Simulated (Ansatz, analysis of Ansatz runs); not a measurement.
# Reproducing a measured local vibrational mode: Al-H pair in Si

Aim: the local vibrational mode of the Al-H pair in Si, to be set beside the measurement. Set-up: PBE, 64-site cell, PBE lattice, 420 eV, k: 2x2x2 shifted 0.5 0.5 0.5. The model is a cell of 64 host atoms with Al put on another atom's site and H put in between. The frequencies come from force constants among the defect atom and its neighbours, with the masses of the isotopes named. This set-up takes another sampling or smearing than the usual one for this cell.

What was measured. Si-H stretch, 1H: 2201 cm⁻¹, by IR absorption (quoted in “Local vibrational modes of impurities in silicon”, 2008, M.D. McCluskey, quoting earlier work (1987)). The runs below try to reproduce this.

Calculated with Ansatz 0.2.0; plane-wave PAW DFT, PBE; relaxation of all atoms of a defect supercell.

### Step 1. Starting point

The cell holds 65 atoms: 63 Si, 1 Al and 1 H. Its edges and angles: a = 10.940 Å, b = 10.940 Å, c = 10.940 Å, α = 90.0°, β = 90.0°, γ = 90.0°. It derives from Si (space group Fd-3m). Nearest the centre at fractional (0.346, 0.346, 0.346): H65 at 0.55 Å, Al8 at 1.00 Å, Si4 at 2.06 Å, Si27 at 2.61 Å, Si49 at 2.61 Å, Si42 at 2.61 Å, Si7 at 3.43 Å, Si6 at 3.43 Å.

The host's primitive cell comes from a first run (plane-wave PAW DFT, PBE; relaxation of the host's cell and atoms): vectors of 3.868, 3.868 and 3.868 Å. That is 20.46 Å³ an atom, 2.2 % over the diffraction cell's volume. The supercell is built on it.

### Step 2. Relaxation, charge 0

Every later number rests on the structure around the defect, so the atoms are relaxed at the host's lattice first.

Contents of relax/input.yaml:

```yaml
relax:
  f_tol: 0.01
  max_steps: 80
  random_displacement: { amplitude: 0.02, seed: 913 }
crystal:
  lattice:
    - [10.93956649, 0.0, 0.0]
    - [0.0, 10.93956649, 0.0]
    - [0.0, 0.0, 10.93956649]
  atoms:
    - { symbol: Si, position: [0.0, 0.0, 0.25] }
    - { symbol: Si, position: [0.0, 0.25, 0.0] }
    - { symbol: Si, position: [0.25, 0.0, 0.0] }
    - { symbol: Si, position: [0.236809349, 0.236809349, 0.236809349] }
    - { symbol: Si, position: [0.125, 0.125, 0.375] }
    - { symbol: Si, position: [0.125, 0.375, 0.125] }
    - { symbol: Si, position: [0.375, 0.125, 0.125] }
    - { symbol: Al, position: [0.398748656, 0.398748656, 0.398748656] }
    - { symbol: Si, position: [0.0, 0.0, 0.75] }
    - { symbol: Si, position: [0.0, 0.25, 0.5] }
    - { symbol: Si, position: [0.25, 0.0, 0.5] }
    - { symbol: Si, position: [0.25, 0.25, 0.75] }
    - { symbol: Si, position: [0.125, 0.125, 0.875] }
    - { symbol: Si, position: [0.125, 0.375, 0.625] }
    - { symbol: Si, position: [0.375, 0.125, 0.625] }
    - { symbol: Si, position: [0.375, 0.375, 0.875] }
    - { symbol: Si, position: [0.0, 0.5, 0.25] }
    - { symbol: Si, position: [0.0, 0.75, 0.0] }
    - { symbol: Si, position: [0.25, 0.5, 0.0] }
    - { symbol: Si, position: [0.25, 0.75, 0.25] }
    - { symbol: Si, position: [0.125, 0.625, 0.375] }
    - { symbol: Si, position: [0.125, 0.875, 0.125] }
    - { symbol: Si, position: [0.375, 0.625, 0.125] }
    - { symbol: Si, position: [0.375, 0.875, 0.375] }
    - { symbol: Si, position: [0.0, 0.5, 0.75] }
    - { symbol: Si, position: [0.0, 0.75, 0.5] }
    - { symbol: Si, position: [0.25, 0.5, 0.5] }
    - { symbol: Si, position: [0.25, 0.75, 0.75] }
    - { symbol: Si, position: [0.125, 0.625, 0.875] }
    - { symbol: Si, position: [0.125, 0.875, 0.625] }
    - { symbol: Si, position: [0.375, 0.625, 0.625] }
    - { symbol: Si, position: [0.375, 0.875, 0.875] }
    - { symbol: Si, position: [0.5, 0.0, 0.25] }
    - { symbol: Si, position: [0.5, 0.25, 0.0] }
    - { symbol: Si, position: [0.75, 0.0, 0.0] }
    - { symbol: Si, position: [0.75, 0.25, 0.25] }
    - { symbol: Si, position: [0.625, 0.125, 0.375] }
    - { symbol: Si, position: [0.625, 0.375, 0.125] }
    - { symbol: Si, position: [0.875, 0.125, 0.125] }
    - { symbol: Si, position: [0.875, 0.375, 0.375] }
    - { symbol: Si, position: [0.5, 0.0, 0.75] }
    - { symbol: Si, position: [0.5, 0.25, 0.5] }
    - { symbol: Si, position: [0.75, 0.0, 0.5] }
    - { symbol: Si, position: [0.75, 0.25, 0.75] }
    - { symbol: Si, position: [0.625, 0.125, 0.875] }
    - { symbol: Si, position: [0.625, 0.375, 0.625] }
    - { symbol: Si, position: [0.875, 0.125, 0.625] }
    - { symbol: Si, position: [0.875, 0.375, 0.875] }
    - { symbol: Si, position: [0.5, 0.5, 0.25] }
    - { symbol: Si, position: [0.5, 0.75, 0.0] }
    - { symbol: Si, position: [0.75, 0.5, 0.0] }
    - { symbol: Si, position: [0.75, 0.75, 0.25] }
    - { symbol: Si, position: [0.625, 0.625, 0.375] }
    - { symbol: Si, position: [0.625, 0.875, 0.125] }
    - { symbol: Si, position: [0.875, 0.625, 0.125] }
    - { symbol: Si, position: [0.875, 0.875, 0.375] }
    - { symbol: Si, position: [0.5, 0.5, 0.75] }
    - { symbol: Si, position: [0.5, 0.75, 0.5] }
    - { symbol: Si, position: [0.75, 0.5, 0.5] }
    - { symbol: Si, position: [0.75, 0.75, 0.75] }
    - { symbol: Si, position: [0.625, 0.625, 0.875] }
    - { symbol: Si, position: [0.625, 0.875, 0.625] }
    - { symbol: Si, position: [0.875, 0.625, 0.625] }
    - { symbol: Si, position: [0.875, 0.875, 0.875] }
    - { symbol: H, position: [0.316442, 0.316442, 0.316442] }
basis:
  ecutwfc: 420
  xc_grid: 2
hamiltonian:
  xc: pbe
kpoints:
  mp_grid: { grid: [2, 2, 2], shift: [0.5, 0.5, 0.5] }
scf:
  occupations: { method: fermi_dirac, width: 0.01 }
  max_iter: 120
output:
  forces: true
checkpoint:
  write: "../relax.run"
  compress: false
  write_wavefunctions: true
  write_every: 100000
```

Launch:

```sh
$ ansatz run input.yaml --threads 4 --pin off --max-ram 7536MiB --backend cpu --events-out ev --progress --plain --runs-dir out
```

Numbers of over 12 decimals in the logs are rounded to 6 here.

The program printed:

```text
[... repeated set-up lines and file paths are left out, and long positions are rounded to six places ...]
Engine: ansatz 0.2.0, aarch64-unknown-linux-gnu
Pseudopotentials: kind: paw
Pseudopotential: Si, paw, valence charge 4, recommended cutoff 420 eV (normal), Si.paw.azcp
Pseudopotential: Al, paw, valence charge 3, recommended cutoff 420 eV (normal), Al.paw.azcp
Pseudopotential: H, paw, valence charge 1, recommended cutoff 420 eV (normal), H.paw.azcp
Functional definition: PBE
  parameter kappa = 0.804
  parameter beta = 0.066725
  exchange = pbe_x(kappa = kappa, mu = beta*pi^2/3)
  correlation = pbe_c(beta = beta)
Crystal: 65 atoms, lattice volume = 1309.183 Å³
Basis set: ecut = 420 eV, 25677 PW (Γ), exchange–correlation on 150×150×150 points (8 copies of the dense FFT grid, shifted against one another)
Bands: 193, of which v1, the nominal top of the filled ones, is band 128 counted from 1 (127 counted from 0)
Symmetry: 1 space group operations
k-points: 4 of 8 (time reversal used)
Non-local potential: Si, projectors of the file, l = 0: 2, l = 1: 2, l = 2: 2
Non-local potential: Al, projectors of the file, l = 0: 2, l = 1: 2, l = 2: 1
Non-local potential: H, projectors of the file, l = 0: 2, l = 1: 1
PAW form: soft (Blöchl's): semilocal exchange-correlation on the pseudo side does not see the compensation charge
PAW one-centre angular grid: Si, 110 points (default); XC on 64 Gauss nodes
PAW one-centre angular grid: Al, 110 points (default); XC on 64 Gauss nodes
PAW one-centre angular grid: H, 110 points (default); XC on 64 Gauss nodes
Initial density: superposition of atomic densities (neutral atoms: chi_scale 0, normalization atom), corrected by the library's trained network
Initial wavefunctions: pseudopotential atomic-orbital guess
Functional: x = pbe(κ = 0.804, μ = 0.219515), c = pbe(β = 0.066725)
SCF iter   1: F=—  HF=-40607.387756 eV  |F-HF|=—  |Δ(HF+E_count)|=         —  Δρ=1.40e-3  dr2=5.13e-2  ethr=1.77e-3  ⟨swp⟩=6.0  Hψ=3552  notcnv=0  defer=180
preconditioner: auto → Resta (q_TF=auto, 2.079 Å⁻¹)  ε∞=5.4  [insulator: Δε(μ)=1.114 eV  Ē_g=7.810 eV  σ=0.010 eV  W_gap=1.00  n_scr=202 (ndim 8)  ℏωp=16.4 eV  f_vac=0.000  D(μ)=0.00/eV (n_scr^D=0)  ε∞_Penn≈5.4]
SCF iter   2: F=—  HF=-40607.389650 eV  |F-HF|=—  |Δ(HF+E_count)|=   1.89e-3  Δρ=7.30e-4  dr2=7.56e-3  ethr=2.01e-5  ⟨swp⟩=3.8  Hψ=1311  notcnv=0  defer=235
SCF iter   3: F=—  HF=-40607.390746 eV  |F-HF|=—  |Δ(HF+E_count)|=   1.10e-3  Δρ=2.15e-4  dr2=6.59e-4  ethr=2.95e-6  ⟨swp⟩=2.0  Hψ=834  notcnv=0  defer=235
SCF iter   4: F=—  HF=-40607.390181 eV  |F-HF|=—  |Δ(HF+E_count)|=   5.66e-4  Δρ=3.07e-5  dr2=2.12e-5  ethr=2.58e-7  ⟨swp⟩=2.2  Hψ=919  notcnv=0  defer=235
SCF iter   5: F=—  HF=-40607.390195 eV  |F-HF|=—  |Δ(HF+E_count)|=   1.44e-5  Δρ=1.04e-5  dr2=2.64e-6  ethr=8.26e-9  ⟨swp⟩=2.0  Hψ=1045  notcnv=0  defer=235
SCF iter   6: F=-40607.390197 eV  HF=-40607.390197 eV  |F-HF|=6.59e-8  |Δ(HF+E_count)|=   1.76e-6  Δρ=2.34e-6  dr2=1.55e-7  ethr=9.77e-10  ⟨swp⟩=4.0  Hψ=1912  notcnv=0
SCF 1 converged in 6 iterations: F = -40607.390197 eV  dr2 = 1.55e-7
  greatest PAW one-centre occupation: 0.647 electrons in one spin orbital (limit 2), on the Si atom at site 3 (counted from 0), in its partial waves of l = 0
relax step   1: F+E_penalty+E_count = -40607.39019676 eV  Δ(F+E_penalty+E_count) = +0.000e0 eV  max|allowed force component| = 1.710e0 eV/Å  Δτ_max = 0.0000 Å  (6 SCF iters, dr2 threshold 2.50e-6 eV, accepted)
[... the SCF cycles and remarks between the steps are left out from here to the last step ...]
relax step   2: F+E_penalty+E_count = -40608.05447254 eV  Δ(F+E_penalty+E_count) = -6.643e-1 eV  max|allowed force component| = 3.134e-1 eV/Å  Δτ_max = 0.1167 Å  (5 SCF iters, dr2 threshold 1.00e-4 eV, accepted)
relax step   3: F+E_penalty+E_count = -40608.09595147 eV  Δ(F+E_penalty+E_count) = -4.148e-2 eV  max|allowed force component| = 7.725e-2 eV/Å  Δτ_max = 0.0316 Å  (5 SCF iters, dr2 threshold 6.14e-6 eV, accepted)
relax step   4: F+E_penalty+E_count = -40608.09754778 eV  Δ(F+E_penalty+E_count) = -1.596e-3 eV  max|allowed force component| = 2.646e-2 eV/Å  Δτ_max = 0.0141 Å  (4 SCF iters, dr2 threshold 3.73e-7 eV, accepted)
relax step   5: F+E_penalty+E_count = -40608.09782219 eV  Δ(F+E_penalty+E_count) = -2.744e-4 eV  max|allowed force component| = 7.195e-3 eV/Å  Δτ_max = 0.0099 Å  (4 SCF iters, accepted)
relax step   6: F+E_penalty+E_count = -40608.09785116 eV  Δ(F+E_penalty+E_count) = -2.897e-5 eV  max|allowed force component| = 7.652e-3 eV/Å  Δτ_max = 0.0021 Å  (3 SCF iters, accepted)
relax step   7: F+E_penalty+E_count = -40608.09788495 eV  Δ(F+E_penalty+E_count) = -3.378e-5 eV  max|allowed force component| = 8.502e-3 eV/Å  Δτ_max = 0.0055 Å  (3 SCF iters, accepted)
relax step   8: F+E_penalty+E_count = -40608.09882750 eV  Δ(F+E_penalty+E_count) = -9.426e-4 eV  max|allowed force component| = 4.625e-2 eV/Å  Δτ_max = 0.1590 Å  (6 SCF iters, accepted)
relax step   9: F+E_penalty+E_count = -40608.09901968 eV  Δ(F+E_penalty+E_count) = -1.922e-4 eV  max|allowed force component| = 1.125e-1 eV/Å  Δτ_max = 0.1180 Å  (5 SCF iters, dr2 threshold 2.14e-6 eV, accepted)
relax step  10: F+E_penalty+E_count = -40608.08184591 eV  Δ(F+E_penalty+E_count) = +1.717e-2 eV  max|allowed force component| = 2.465e-1 eV/Å  Δτ_max = 0.2000 Å  (5 SCF iters, dr2 threshold 1.27e-5 eV, rejected (line search))
relax step  11: F+E_penalty+E_count = -40608.11120313 eV  Δ(F+E_penalty+E_count) = -1.218e-2 eV  max|allowed force component| = 3.511e-2 eV/Å  Δτ_max = 0.0976 Å  (6 SCF iters, accepted)
relax step  12: F+E_penalty+E_count = -40608.11458369 eV  Δ(F+E_penalty+E_count) = -3.381e-3 eV  max|allowed force component| = 3.254e-2 eV/Å  Δτ_max = 0.0994 Å  (6 SCF iters, dr2 threshold 1.20e-7 eV, accepted)
relax step  13: F+E_penalty+E_count = -40608.11601903 eV  Δ(F+E_penalty+E_count) = -1.435e-3 eV  max|allowed force component| = 3.738e-2 eV/Å  Δτ_max = 0.0943 Å  (6 SCF iters, dr2 threshold 1.03e-7 eV, accepted)
relax step  14: F+E_penalty+E_count = -40608.11853527 eV  Δ(F+E_penalty+E_count) = -2.516e-3 eV  max|allowed force component| = 4.017e-2 eV/Å  Δτ_max = 0.1392 Å  (5 SCF iters, dr2 threshold 1.20e-6 eV, accepted)
relax step  15: F+E_penalty+E_count = -40608.11991478 eV  Δ(F+E_penalty+E_count) = -1.380e-3 eV  max|allowed force component| = 3.185e-2 eV/Å  Δτ_max = 0.0478 Å  (4 SCF iters, dr2 threshold 1.61e-6 eV, accepted)
relax step  16: F+E_penalty+E_count = -40608.12008781 eV  Δ(F+E_penalty+E_count) = -1.730e-4 eV  max|allowed force component| = 1.315e-2 eV/Å  Δτ_max = 0.0164 Å  (4 SCF iters, dr2 threshold 6.38e-7 eV, accepted)
SCF iter   1: F=—  HF=-40608.120900 eV  |F-HF|=—  |Δ(HF+E_count)|=         —  Δρ=1.90e-4  dr2=2.79e-4  ethr=1.07e-6  ⟨swp⟩=4.8  Hψ=2055  notcnv=0  defer=234
SCF iter   2: F=—  HF=-40608.120870 eV  |F-HF|=—  |Δ(HF+E_count)|=   3.02e-5  Δρ=1.04e-4  dr2=8.42e-5  ethr=1.09e-7  ⟨swp⟩=1.2  Hψ=889  notcnv=0  defer=234
SCF iter   3: F=—  HF=-40608.120147 eV  |F-HF|=—  |Δ(HF+E_count)|=   7.24e-4  Δρ=5.56e-6  dr2=4.59e-7  ethr=3.29e-8  ⟨swp⟩=2.0  Hψ=950  notcnv=0  defer=234
SCF iter   4: F=-40608.120147 eV  HF=-40608.120147 eV  |F-HF|=7.14e-9  |Δ(HF+E_count)|=   1.54e-7  Δρ=1.82e-6  dr2=6.82e-8  ethr=3.91e-11  ⟨swp⟩=5.0  Hψ=2402  notcnv=0
SCF 17 converged in 4 iterations: F = -40608.120147 eV  dr2 = 6.82e-8
relax step  17: F+E_penalty+E_count = -40608.12014667 eV  Δ(F+E_penalty+E_count) = -5.886e-5 eV  max|allowed force component| = 4.691e-3 eV/Å  Δτ_max = 0.0132 Å  (4 SCF iters, accepted)
NSCF: frozen V_eff on 4 k-points
the band table was solved once a step of the walk had ended and its energy, with any forces and stress, was formed, with the checks that follow a solve (3995 applications of the Hamiltonian). They found nothing against the state; [...]
SCF converged after 4 iterations
Free energy (F): -40608.120147 eV
Harris-Foulkes:  -40608.120147 eV  (|F-HF|=7.14e-9)
Internal energy: -40608.120147 eV  (E = F + TS)
E sigma→0 (E₀):  -40608.120147 eV
Fermi energy:    6.340054 eV
--- Per-component energies (eV) ---
  E_band       = 256.006997
  E_kinetic    = 2568.585861
  E_local      = -1807.175666  (includes V_loc(G=0)·N_el)
  E_nonlocal   = 1645.779085
  E_hartree    = 493.826138
  E_xc         = -3520.296225
  E_vxc        = -2978.386156  (∫ρ·V_xc dr)
  E_paw        = -32773.297121  (= ΣΔE_a)
  E_vpaw       = -160.447619  (= ΣTr[D̂ρ^β])
  E_aug_tail   = -0.000915  (compensation charges beyond the density's cutoff)
  E_ewald      = -7215.541303
  E_smearing   = -0.000000  (= −TS)
  E_closure    = 0.000000  (closes the sum)
  Σ components = -40608.120147   (vs F -40608.120147, Δ=0.00e0)
--- Forces (eV/Å), atoms counted from 1 ---
  atom   1  Si    -0.00064294    -0.00049415    -0.00048699
  atom   2  Si    -0.00009974     0.00000133    -0.00052482
  [... 1 atom left out ...]
  atom   4  Si     0.00202005     0.00250326     0.00040323
  atom   5  Si     0.00028125     0.00065388     0.00082795
  atom   6  Si    -0.00126952    -0.00057911    -0.00100403
  atom   7  Si     0.00060884     0.00024060     0.00071084
  atom   8  Al     0.00186836     0.00120866     0.00350323
  [... 14 atoms left out ...]
  atom  23  Si     0.00092154    -0.00020794    -0.00007668
  [... 3 atoms left out ...]
  atom  27  Si     0.00036690    -0.00033316    -0.00009540
  [... 14 atoms left out ...]
  atom  42  Si    -0.00034044    -0.00012419    -0.00106894
  [... 6 atoms left out ...]
  atom  49  Si    -0.00072535    -0.00031740     0.00067647
  [... 15 atoms left out ...]
  atom  65  H     -0.00361611    -0.00469069    -0.00444480
  max |Σ_I F_I| component: 5.57e-5 eV/Å
--- Band table (eV) ---
  k-point 0: bands = ["-5.6342", "-5.1141", "-5.1119", "-5.0939", [... 185 left out ...] "10.1052", "10.1378", "10.1898", "10.2549"]
  k-point 1: bands = ["-5.6329", "-5.1586", "-5.1119", "-5.0466", [... 185 left out ...] "10.0856", "10.1295", "10.2023", "10.2598"]
  [... further k-points left out ...]
--- Relaxed structure (17 steps of the walk, 16 accepted, 0 SCFs on fresh bases) ---
  F+E_penalty+E_count = -40608.12014667 eV   max|allowed force component| = 4.691e-3 eV/Å
  atoms:
    - { symbol: Si, position: [0.002149, 0.002014, 0.251150] }
    - { symbol: Si, position: [-0.003673, 0.249049, -0.002912] }
    [... 1 atom left out ...]
    - { symbol: Si, position: [0.235223, 0.235076, 0.231369] }
    - { symbol: Si, position: [0.125552, 0.125410, 0.380264] }
    - { symbol: Si, position: [0.118593, 0.375959, 0.119286] }
    - { symbol: Si, position: [0.376085, 0.118438, 0.119262] }
    - { symbol: Al, position: [0.393686, 0.393562, 0.398139] }
    [... 14 atoms left out ...]
    - { symbol: Si, position: [0.376001, 0.625606, 0.125666] }
    [... 3 atoms left out ...]
    - { symbol: Si, position: [0.241059, 0.505609, 0.506616] }
    [... 14 atoms left out ...]
    - { symbol: Si, position: [0.505735, 0.240947, 0.506636] }
    [... 6 atoms left out ...]
    - { symbol: Si, position: [0.507810, 0.507676, 0.247823] }
    [... 15 atoms left out ...]
    - { symbol: H, position: [0.330731, 0.330740, 0.268860] }
```

Elapsed: 8.4 min, on 4 threads of Arm Neoverse V1, shared host; peak memory 4.6 GiB.

(Continued in part 2 of 2.)

[Logs are printed without paths, hosts, clocks, repeated set-up lines and the standing remarks that a program may print on its own settings, such as how far it seeks lower states.]

[Hosts, paths, dates, database ids (printed as entryN), source tags and the programs' standing remarks are cut or masked in the printed files.]

[For some hosts the program warned that the k-mesh of the response run may be too coarse for force constants and the static dielectric constant; such warnings are not shown here.]
